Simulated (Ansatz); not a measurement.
# Cl on Pd(111): change of the work function, part 3 of 4

How does Cl on the fcc site change the work function of Pd(111) as the layer fills?

Ansatz 0.2.0; plane-wave DFT, PBE, Ansatz PAW.

So far, work function, upper face (eV): step 2 (the clean slab) 5.27; step 3 (37 atoms, coverage 0.111 ML, cell 3x3) 5.35.

## 4. The covered slab, k-mesh 6×6×1, coverage 0.25 ML

System of this step: Cl/Pd(111). The cell holds 17 atoms: 16 Pd and 1 Cl. Its edges and angles: a = 5.501 Å, b = 5.501 Å, c = 26.751 Å, α = 90.0°, β = 90.0°, γ = 60.0°. Vacuum lies along c.

Another coverage, to see how the dipoles act on each other as their distance changes.

Contents of input.yaml:

```yaml
crystal:
  lattice:
    - [5.5012907577, 0.0, 0.0]
    - [2.7506453788, 4.7642575497, 0.0]
    - [0.0, 0.0, 26.7514454461]
  atoms:
    - { symbol: Pd, position: [0.0, 0.0, 0.336430419] }
    - { symbol: Pd, position: [0.1666666667, 0.1666666667, 0.4203844824] }
    - { symbol: Pd, position: [0.3333333333, 0.3333333333, 0.506136568] }
    - { symbol: Pd, position: [0.0, 0.0, 0.59225287] }
    - { symbol: Pd, position: [0.0, 0.5, 0.336430419] }
    - { symbol: Pd, position: [0.1666666667, 0.6666666667, 0.4203844824] }
    - { symbol: Pd, position: [0.3333333333, 0.8333333333, 0.506136568] }
    - { symbol: Pd, position: [0.0, 0.5, 0.59225287] }
    - { symbol: Pd, position: [0.5, 0.0, 0.336430419] }
    - { symbol: Pd, position: [0.6666666667, 0.1666666667, 0.4203844824] }
    - { symbol: Pd, position: [0.8333333333, 0.3333333333, 0.506136568] }
    - { symbol: Pd, position: [0.5, 0.0, 0.59225287] }
    - { symbol: Pd, position: [0.5, 0.5, 0.336430419] }
    - { symbol: Pd, position: [0.6666666667, 0.6666666667, 0.4203844824] }
    - { symbol: Pd, position: [0.8333333333, 0.8333333333, 0.506136568] }
    - { symbol: Pd, position: [0.5, 0.5, 0.59225287] }
    - { symbol: Cl, position: [0.1666666667, 0.1666666667, 0.663569581] }
kpoints:
  mp_grid: { grid: [6, 6, 1] }
hamiltonian:
  xc: pbe
scf:
  occupations: { method: fermi_dirac, width: 0.1 }
  convergence: { dr2_threshold: 1.0e-08 }
efield:
  axis: 3
  dipole_correction: true
  ramp_position: 0.97
  ramp_width: 0.06
relax:
  f_tol: 0.02
  max_steps: 60
  constraints: [{ sites: [0, 1, 4, 5, 8, 9, 12, 13] }]
output:
  dos: { projected: true, e_range: [-8, 4] }
  write_potential: true
  write_density: true
  volumetric_format: npy
  elf: true
```

Launch:

```bash
> ansatz run input.yaml --threads 4 --pin off --max-ram 16384MiB --backend cpu --events-out ev --progress --plain --runs-dir out
```

Numbers of over 12 decimals in the logs are rounded to 6 here.

The log of the run:

```text
[...]
Crystal: 17 atoms, lattice volume = 701.144 Å³
Basis set: ecut = 420 eV, 13667 PW (Γ), exchange–correlation on 80×80×360 points (8 copies of the dense FFT grid, shifted against one another)
Bands: 177, of which v1, the nominal top of the filled ones, is band 148 counted from 1 (147 counted from 0)
Symmetry: 6 space group operations
[...]
k-points: 7 of 36 (time reversal used)
[...]
SCF iter   1: F=—  HF=-112642.789371 eV  |F-HF|=—  |Δ(HF+E_count)|=         —  Δρ=8.62e-3  dr2=3.20e0  ethr=1.77e-3  p=-0.046 e·Å  D=-1.18e-2 V/Å  ΔV_dip=0.32 eV  dr2_dipole=5.40e-4  V_vac-E_F(+/−)=5.23/4.92 eV  ⟨swp⟩=7.3  Hψ=5344  notcnv=0  defer=58
[...]
SCF iter  13: F=-112642.704317 eV  HF=-112642.704317 eV  |F-HF|=1.08e-8  |Δ(HF+E_count)|=   1.81e-8  Δρ=4.70e-7  dr2=3.71e-9  ethr=3.39e-12  p=-0.046 e·Å  D=-1.19e-2 V/Å  ΔV_dip=0.32 eV  dr2_dipole=2.93e-11  V_vac-E_F(+/−)=5.55/5.23 eV  ⟨swp⟩=16.6  Hψ=8779  notcnv=0
SCF 1 converged in 13 iterations: F = -112642.704317 eV  dr2 = 3.71e-9
[...]
relax step   1: F+E_penalty+E_count = -112642.70431673 eV  Δ(F+E_penalty+E_count) = +0.000e0 eV  max|allowed force component| = 4.780e-1 eV/Å  Δτ_max = 0.0000 Å  (13 SCF iters, accepted)
[...]
SCF iter  13: F=-112642.746593 eV  HF=-112642.746593 eV  |F-HF|=1.51e-8  |Δ(HF+E_count)|=   6.52e-9  Δρ=3.39e-7  dr2=1.30e-9  ethr=3.39e-12  p=-0.041 e·Å  D=-1.06e-2 V/Å  ΔV_dip=0.28 eV  dr2_dipole=7.21e-11  V_vac-E_F(+/−)=5.51/5.23 eV  ⟨swp⟩=13.9  Hψ=8164  notcnv=0
SCF 2 converged in 13 iterations: F = -112642.746593 eV  dr2 = 1.30e-9
relax step   2: F+E_penalty+E_count = -112642.74659330 eV  Δ(F+E_penalty+E_count) = -4.228e-2 eV  max|allowed force component| = 2.192e-1 eV/Å  Δτ_max = 0.0659 Å  (13 SCF iters, accepted)
SCF iter   1: F=—  HF=-112642.752177 eV  |F-HF|=—  |Δ(HF+E_count)|=         —  Δρ=8.86e-4  dr2=4.62e-3  ethr=3.29e-5  p=-0.041 e·Å  D=-1.06e-2 V/Å  ΔV_dip=0.28 eV  dr2_dipole=5.77e-4  V_vac-E_F(+/−)=5.51/5.23 eV  ⟨swp⟩=2.0  Hψ=2175  notcnv=0  defer=95
[...]
SCF iter  11: F=-112642.751981 eV  HF=-112642.751981 eV  |F-HF|=8.25e-9  |Δ(HF+E_count)|=   3.44e-8  Δρ=4.58e-7  dr2=4.56e-9  ethr=3.39e-12  p=-0.037 e·Å  D=-9.55e-3 V/Å  ΔV_dip=0.26 eV  dr2_dipole=4.64e-10  V_vac-E_F(+/−)=5.48/5.23 eV  ⟨swp⟩=12.0  Hψ=7945  notcnv=0
SCF 3 converged in 11 iterations: F = -112642.751981 eV  dr2 = 4.56e-9
relax step   3: F+E_penalty+E_count = -112642.75198140 eV  Δ(F+E_penalty+E_count) = -5.388e-3 eV  max|allowed force component| = 7.048e-2 eV/Å  Δτ_max = 0.0127 Å  (11 SCF iters, accepted)
SCF iter   1: F=—  HF=-112642.752000 eV  |F-HF|=—  |Δ(HF+E_count)|=         —  Δρ=3.49e-4  dr2=6.42e-3  ethr=3.26e-6  p=-0.037 e·Å  D=-9.55e-3 V/Å  ΔV_dip=0.26 eV  dr2_dipole=2.54e-3  V_vac-E_F(+/−)=5.48/5.23 eV  ⟨swp⟩=3.0  Hψ=2087  notcnv=0  defer=33
[...]
SCF iter  10: F=-112642.752390 eV  HF=-112642.752390 eV  |F-HF|=7.59e-8  |Δ(HF+E_count)|=   2.21e-8  Δρ=6.46e-7  dr2=4.85e-9  ethr=3.39e-12  p=-0.034 e·Å  D=-8.76e-3 V/Å  ΔV_dip=0.23 eV  dr2_dipole=4.88e-11  V_vac-E_F(+/−)=5.46/5.23 eV  ⟨swp⟩=12.0  Hψ=8076  notcnv=0
SCF 4 converged in 10 iterations: F = -112642.752390 eV  dr2 = 4.85e-9
relax step   4: F+E_penalty+E_count = -112642.75239002 eV  Δ(F+E_penalty+E_count) = -4.086e-4 eV  max|allowed force component| = 5.030e-3 eV/Å  Δτ_max = 0.0103 Å  (10 SCF iters, accepted)
[...]
SCF converged after 10 iterations
Free energy (F): -112642.752390 eV
[...]
Internal energy: -112641.658480 eV  (E = F + TS)
E sigma→0 (E₀):  -112642.205435 eV
Entropy (-TS):   -1.093910 eV (-64.348 meV/atom)
Fermi energy:    3.438978 eV
Dipole field:    D = -0.008754 V/Å  (p = -0.033920 e·Å, saw-weighted, corrected)
Work function:   Φ+ = 5.4606 eV   Φ− = 5.2264 eV
[...]
--- Forces (eV/Å), atoms counted from 1 ---
  atom   1  Pd     0.00463726     0.00267733    -0.30886569
  atom   2  Pd     0.00000000     0.00000000     0.24527478
  atom   3  Pd     0.00085580     0.00049410    -0.00126081
  atom   4  Pd    -0.00322049    -0.00185935     0.00358301
  atom   5  Pd     0.00000000    -0.00535465    -0.30886569
  atom   6  Pd    -0.09482224     0.05474564     0.34580375
  atom   7  Pd     0.00000000    -0.00098819    -0.00126081
  atom   8  Pd    -0.00000000     0.00371870     0.00358301
  atom   9  Pd    -0.00463726     0.00267733    -0.30886569
  atom  10  Pd     0.00000000    -0.10949129     0.34580375
  atom  11  Pd    -0.00085580     0.00049410    -0.00126081
  atom  12  Pd     0.00322049    -0.00185935     0.00358301
  atom  13  Pd    -0.00000000    -0.00000000    -0.35647574
  atom  14  Pd     0.09482224     0.05474564     0.34580375
  atom  15  Pd    -0.00000000     0.00000000    -0.00380305
  atom  16  Pd    -0.00000000     0.00000000     0.00225466
  atom  17  Cl    -0.00000000    -0.00000000    -0.00502985
  max |Σ_I F_I| component: 1.58e-6 eV/Å
--- Band table (eV; the first three rows and the last of 7) ---
  k-point 0: bands = [... 144 lower, 3.5732, 3.6447, 3.6825, 3.6825, 3.7701, 3.7767, 3.7767, 4.2167, ... 25 higher]
  k-point 1: bands = [... 144 lower, 3.4459, 3.4556, 3.4881, 3.5201, 3.5827, 3.6129, 3.6146, 4.2793, ... 25 higher]
  k-point 2: bands = [... 144 lower, 3.2714, 3.3289, 3.3815, 3.3855, 3.4438, 3.5286, 3.5929, 3.6245, ... 25 higher]
  k-point 6: bands = [... 144 lower, 3.1679, 3.1812, 3.1964, 3.2318, 3.2326, 3.2622, 3.2700, 3.3872, ... 25 higher]
--- Relaxed structure (4 steps of the walk, 4 accepted, 0 SCFs on fresh bases) ---
  F+E_penalty+E_count = -112642.75239002 eV   max|allowed force component| = 5.030e-3 eV/Å
  atoms:
[...]
- { symbol: Pd, position: [0.166667, 0.166667, 0.420384] }
    - { symbol: Pd, position: [0.332967, 0.332967, 0.505564] }
    - { symbol: Pd, position: [-0.00294133, -0.00294133, 0.593112] }
    - { symbol: Pd, position: [0.0, 0.5, 0.336430] }
    - { symbol: Pd, position: [0.166667, 0.666667, 0.420384] }
    - { symbol: Pd, position: [0.332967, 0.834067, 0.505564] }
    - { symbol: Pd, position: [-0.00294133, 0.505883, 0.593112] }
    - { symbol: Pd, position: [0.5, -1.7959490104491818e-17, 0.336430] }
    - { symbol: Pd, position: [0.666667, 0.166667, 0.420384] }
    - { symbol: Pd, position: [0.834067, 0.332967, 0.505564] }
    - { symbol: Pd, position: [0.505883, -0.00294133, 0.593112] }
    - { symbol: Pd, position: [0.5, 0.500000, 0.336430] }
    - { symbol: Pd, position: [0.666667, 0.666667, 0.420384] }
    - { symbol: Pd, position: [0.833333, 0.833333, 0.508647] }
    - { symbol: Pd, position: [0.5, 0.500000, 0.590515] }
    - { symbol: Cl, position: [0.166667, 0.166667, 0.662108] }
```

Run time: 2.1 min. Hardware: 4 threads of Arm Neoverse V1, shared host; peak memory 2.9 GiB.

Relaxation path:

| step | energy less that of the first step (eV) | largest force component (eV/Å) |
| --- | --- | --- |
| 1 | 0.0000 | 0.4780 |
| 2 | -0.0423 | 0.2192 |
| 3 | -0.0477 | 0.0705 |
| 4 | -0.0481 | 0.0050 |

Forces are held to the 6 operations that the run works with; a distortion that breaks them can't arise in this run.

The atoms that moved most (Å):

| atom | dx | dy | dz | length |
| --- | --- | --- | --- | --- |
| Pd15 | 0.000 | 0.000 | 0.067 | 0.067 |
| Pd16 | 0.000 | 0.000 | -0.046 | 0.046 |
| Cl17 | 0.000 | 0.000 | -0.039 | 0.039 |
| Pd8 | 0.000 | 0.028 | 0.023 | 0.036 |
| Pd12 | 0.024 | -0.014 | 0.023 | 0.036 |
| Pd4 | -0.024 | -0.014 | 0.023 | 0.036 |
| Pd7 | 0.000 | 0.003 | -0.015 | 0.016 |
| Pd11 | 0.003 | -0.002 | -0.015 | 0.016 |

Final coordinates:

```xyz
17
Lattice="5.5013 0.0000 0.0000 2.7506 4.7643 0.0000 0.0000 0.0000 26.7514" Properties=species:S:1:pos:R:3
Pd    0.0000    0.0000    9.0000
Pd    1.3753    0.7940   11.2459
Pd    2.7476    1.5863   13.5246
Pd   -0.0243   -0.0140   15.8666
Pd    1.3753    2.3821    9.0000
Pd    2.7506    3.1762   11.2459
Pd    4.1260    3.9737   13.5246
Pd    1.3753    2.4102   15.8666
Pd    2.7506    0.0000    9.0000
Pd    4.1260    0.7940   11.2459
Pd    5.5043    1.5863   13.5246
Pd    2.7749   -0.0140   15.8666
Pd    4.1260    2.3821    9.0000
Pd    5.5013    3.1762   11.2459
Pd    6.8766    3.9702   13.6070
Pd    4.1260    2.3821   15.7971
Cl    1.3753    0.7940   17.7124
```

This step gave:

- energy at zero smearing: -112642.2054 eV
- work function, upper face: 5.461 eV
- work function, lower face: 5.226 eV
- dipole along the normal: -0.03392 e·Å
- step between the vacuum levels: 0.2342 eV

The density of states has structure finer than the step of the table below, so its rows give means over 0.5 eV, whole bins alone (the curve runs from -8 to 1.98 eV). Peaks (eV: height): -3.49: 73.4, -3.16: 53.8, -2.44: 80.4, -2.38: 62.6, -2.32: 55.8, -0.33: 62.6, -0.18: 58.1.

The density of states by energy, zero at the Fermi level; means over each step:

| energy (eV) | density of states (states/eV a cell) |
| --- | --- |
| -7.0 | 0 |
| -6.5 | 0.641 |
| -6.0 | 1.91 |
| -5.5 | 4.16 |
| -5.0 | 13.9 |
| -4.5 | 30.2 |
| -4.0 | 29.5 |
| -3.5 | 24.9 |
| -3.0 | 31.1 |
| -2.5 | 42.8 |
| -2.0 | 32.0 |
| -1.5 | 31.6 |
| -1.0 | 34.9 |
| -0.5 | 33.4 |
| 0.0 | 35.7 |
| 0.5 | 3.47 |
| 1.0 | 5.34 |
| 1.5 | 4.53 |

Projected DOS per atom over height of the atomic layer and energy from the Fermi level. Layers: Pd4 Pd4 Pd4 Pd4 Cl from below.

Ten even steps from '_' (0.00 states/eV) to '@' (2.83 states/eV), each cell a mean:
```
__________
__________
__________
..________
##%%%%**::
##**++##..
%%++++%%..
##++**##..
##====##..
@@@@%%%%..
**####**..
==++**++::
++==++++--
++%%##++--
::%%**--##
__....::%%
________**
________..
__________
__________
__________
__________
```
Columns: height of the atomic layer (Å) from 9 to 17.7 (not evenly spaced); rows upwards: energy from the Fermi level (eV) from -7.96 to 1.95.

Electrostatic potential energy in the ca plane at fractional y = 0.167, with atoms of Pd and Cl within 0.2 Å of it. With pseudopotentials it is smooth inside the atoms' cores, unlike the true potential.

Values in eV, 8 rows by 16 columns, each cell a mean:
```
-14   4   2   5 -12  -5  -3 -12   5   7   9   9   9   9   9   9
 -2   1 -24  -2  -1   2   3  -1   7   9   9   9   9   9   9   9
  5  -7 -44 -14   5   6   6   5   8   9   9   9   9   9   9   9
 -1   0 -26  -3   0   3   3  -1   7   9   9   9   9   9   9   9
-14   4   2   5 -12  -5  -3 -12   5   7   9   9   9   9   9   9
 -2   1 -24  -2  -1   2   3  -1  -9 -10   8   9   9   9   9   9
  5  -7 -44 -14   5   6   6   4 -29 -32   7   9   9   9   9   9
 -1   0 -27  -3   0   3   3  -1 -11 -12   8   9   9   9   9   9
```
Columns run along c (16.0 Å, from fractional 0.33 to 0.93 of the cell; values clipped at the 3rd and 97th percentile), rows up along a (5.5 Å). Atoms in or near the plane, at fractional coordinates: Pd at (0.42, 0.17), Pd at (0.42, 0.67), Cl at (0.66, 0.17).

ELF in the ca plane at fractional y = 0.167, with atoms of Pd and Cl within 0.2 Å of it. It is the smooth field of the valence electrons, not physical close to the nuclei.

Values, 8 rows by 16 columns, each cell a mean:
```
0.37 0.19 0.20 0.19 0.35 0.26 0.26 0.35 0.26 0.48 0.17 0.01 0.00 0.00 0.00 0.00
0.24 0.22 0.43 0.25 0.24 0.21 0.20 0.25 0.11 0.05 0.02 0.00 0.00 0.00 0.00 0.00
0.21 0.29 0.42 0.33 0.21 0.17 0.17 0.21 0.11 0.01 0.00 0.00 0.00 0.00 0.00 0.00
0.24 0.23 0.44 0.26 0.23 0.20 0.20 0.25 0.11 0.04 0.01 0.00 0.00 0.00 0.00 0.00
0.37 0.19 0.20 0.19 0.35 0.26 0.26 0.35 0.25 0.45 0.16 0.01 0.00 0.00 0.00 0.00
0.24 0.22 0.43 0.25 0.24 0.20 0.19 0.21 0.67 0.84 0.42 0.03 0.00 0.00 0.00 0.00
0.21 0.29 0.42 0.33 0.21 0.16 0.15 0.22 0.65 0.73 0.54 0.04 0.00 0.00 0.00 0.00
0.24 0.23 0.44 0.26 0.23 0.19 0.19 0.21 0.68 0.84 0.44 0.03 0.00 0.00 0.00 0.00
```
Columns run along c (16.0 Å, from fractional 0.33 to 0.93 of the cell), rows up along a (5.5 Å). Atoms in or near the plane, at fractional coordinates: Pd at (0.42, 0.17), Pd at (0.42, 0.67), Cl at (0.66, 0.17).

Valence density in the ca plane at fractional y = 0.167, with atoms of Pd and Cl within 0.2 Å of it. It is the smooth field of the valence electrons, not physical close to the nuclei.

Ten steps, logarithmic in the rise over the least value, from '0' (0 e/Å³) to '9' (12 e/Å³), each cell a mean:
```
55422222222355432345532222100000000000000000
55422233222355432345532110000000000000000000
44322466422344322234421000000000000000000000
22223799742222221122221000000000000000000000
22224899852222211122211000000000000000000000
22224899852222211122211000000000000000000000
33223577632233321233321000000000000000000000
55322334322345422245531100000000000000000000
65422222222356532345532111100000000000000000
54322344322345422234432333210000000000000000
33223577632233321223323455421000000000000000
22224899852222211112224555531000000000000000
22224899852222211112224544531000000000000000
22223789742222211122224555531000000000000000
44322455422344322234433444310000000000000000
```
Columns run along c (16.0 Å, from fractional 0.33 to 0.93 of the cell), rows up along a (5.5 Å). Atoms in or near the plane, at fractional coordinates: Pd at (0.42, 0.17), Pd at (0.42, 0.67), Cl at (0.66, 0.17).

The relaxation took 4 steps and lowered the energy by 0.048 eV; the largest force on the free atoms ends at 0.0050 eV/Å.

By hand: a sheet of dipoles makes a step −p/(ε₀A) in the electron's potential. With e/ε₀ = 180.95 V·Å, p = -0.03392 e·Å and A = 26.21 Å², that is −180.95 × (-0.03392) / 26.21 = +0.234 eV, and the two vacuum levels of the run differ by +0.234 eV.

The covered face has 5.46 eV, +0.19 eV against the clean one; the bare back face has moved by -0.02 eV, a measure of how thin the slab is.

## 5. The covered slab, k-mesh 6×6×1, coverage 0.5 ML

System of this step: Cl/Pd(111). The cell holds 18 atoms: 16 Pd and 2 Cl. Its edges and angles: a = 5.501 Å, b = 5.501 Å, c = 26.751 Å, α = 90.0°, β = 90.0°, γ = 60.0°. Vacuum lies along c.

Another coverage, to see how the dipoles act on each other as their distance changes.

input.yaml, as its differences from that of step 4:

```diff
@@ -23,2 +23,3 @@
     - { symbol: Cl, position: [0.1666666667, 0.1666666667, 0.663569581] }
+    - { symbol: Cl, position: [0.6666666667, 0.1666666667, 0.663569581] }
 kpoints:
```

The log of the run:

```text
[...]
Crystal: 18 atoms, lattice volume = 701.144 Å³
Basis set: ecut = 420 eV, 13667 PW (Γ), exchange–correlation on 80×80×360 points (8 copies of the dense FFT grid, shifted against one another)
Bands: 182, of which v1, the nominal top of the filled ones, is band 151 counted from 1 (150 counted from 0)
Symmetry: 4 space group operations
[...]
- { symbol: Pd, position: [0.500000, 0.500000, 0.336430] }
    - { symbol: Pd, position: [0.666667, 0.666667, 0.420384] }
    - { symbol: Pd, position: [0.832318, 0.835365, 0.507698] }
    - { symbol: Pd, position: [0.491918, 0.516165, 0.591613] }
    - { symbol: Cl, position: [0.137532, 0.224936, 0.665230] }
    - { symbol: Cl, position: [0.637532, 0.224936, 0.665230] }
[key lines of the parts left out:]
SCF converged after 10 iterations
Free energy (F): -113722.292035 eV
Fermi energy:    3.709735 eV
Dipole field:    D = -0.013071 V/Å  (p = -0.050647 e·Å, saw-weighted, corrected)
Work function:   Φ+ = 5.5787 eV   Φ− = 5.2290 eV
```

Run time: 6.1 min. Hardware: 4 threads; peak memory 3.4 GiB; 24 min of CPU time.

Step by step:

| step | energy less that of the first step (eV) | largest force component (eV/Å) |
| --- | --- | --- |
| 1 | 0.0000 | 0.6677 |
| 2 | -0.0660 | 0.2622 |
| 3 | -0.0874 | 0.1201 |
| 4 | -0.1019 | 0.0428 |
| 5 | -0.1027 | 0.0441 |
| 6 | -0.1036 | 0.0022 |

The run keeps the 4 symmetry operations that it works with, so distortions that break them were not tested.

The atoms that moved most (Å):

| atom | dx | dy | dz | length |
| --- | --- | --- | --- | --- |
| Cl18 | 0.000 | 0.278 | 0.044 | 0.281 |
| Cl17 | 0.000 | 0.278 | 0.044 | 0.281 |
| Pd8 | 0.000 | 0.077 | -0.017 | 0.079 |
| Pd16 | 0.000 | 0.077 | -0.017 | 0.079 |
| Pd7 | 0.000 | 0.010 | 0.042 | 0.043 |
| Pd15 | 0.000 | 0.010 | 0.042 | 0.043 |
| Pd4 | 0.000 | 0.025 | 0.024 | 0.035 |
| Pd12 | 0.000 | 0.025 | 0.024 | 0.035 |

Final coordinates:

```
Pd Cl
1.0
     5.50129    0.00000    0.00000
     2.75065    4.76426    0.00000
     0.00000    0.00000   26.75145
Pd Cl
16 2
Cartesian
  0.0000 0.0000 9.0000
  1.3753 0.7940 11.2459
  2.7506 1.5958 13.5125
  0.0000 0.0248 15.8680
  1.3753 2.3821 9.0000
  2.7506 3.1762 11.2459
  4.1260 3.9799 13.5817
  1.3753 2.4591 15.8265
  2.7506 0.0000 9.0000
  4.1260 0.7940 11.2459
  5.5013 1.5958 13.5125
  2.7506 0.0248 15.8680
  4.1260 2.3821 9.0000
  5.5013 3.1762 11.2459
  6.8766 3.9799 13.5817
  4.1260 2.4591 15.8265
  1.3753 1.0717 17.7959
  4.1260 1.0717 17.7959
```

The density of states has structure finer than the step of the table below, so its rows give means over 0.25 eV, whole bins alone (the curve runs from -8 to 1.98 eV). Peaks (eV: height): -2.680: 50.9, -2.410: 59.7, -2.230: 60.8, -1.620: 50.4, -1.050: 45.5, -0.270: 55.9, -0.180: 55.2.

Density of states against energy, zero at the Fermi level; means over each step:

| energy (eV) | density of states (states/eV a cell) |
| --- | --- |
| -7.00 | 0 |
| -6.75 | 0.101 |
| -6.50 | 1.16 |
| -6.25 | 3.25 |
| -6.00 | 3.71 |
| -5.75 | 4.62 |
| -5.50 | 7.08 |
| -5.25 | 9.17 |
| -5.00 | 11.8 |
| -4.75 | 24.8 |
| -4.50 | 32.1 |
| -4.25 | 36.4 |
| -4.00 | 30.6 |
| -3.75 | 25.5 |
| -3.50 | 28.0 |
| -3.25 | 26.4 |
| -3.00 | 30.3 |
| -2.75 | 34.1 |
| -2.50 | 39.9 |
| -2.25 | 41.9 |
| -2.00 | 32.0 |
| -1.75 | 28.1 |
| -1.50 | 36.0 |
| -1.25 | 31.2 |
| -1.00 | 34.2 |
| -0.75 | 34.3 |
| -0.50 | 29.9 |
| -0.25 | 45.5 |
| 0.00 | 37.1 |
| 0.25 | 13.9 |
| 0.50 | 3.71 |
| 0.75 | 5.31 |
| 1.00 | 4.22 |
| 1.25 | 3.18 |
| 1.50 | 5.32 |
| 1.75 | 3.98 |

The relaxation took 6 steps and lowered the energy by 0.10 eV; the largest force on the free atoms ends at 0.0022 eV/Å.

The covered face has 5.58 eV, +0.31 eV against the clean one; the bare back face has moved by -0.02 eV, a measure of how thin the slab is.

(Continued in part 4 of 4.)

[Logs are printed without paths, hosts, clocks, repeated set-up lines and the standing remarks that a program may print on its own settings, such as how far it seeks lower states.]

[Hosts, paths, dates, database ids (printed as entryN), source tags and the programs' standing remarks are cut or masked in the printed files.]

[Maps of the electrostatic potential energy from Ansatz leave out the sawtooth potential of an applied field or a dipole correction, so their vacuum need not be flat; planar profiles and work functions include it.]
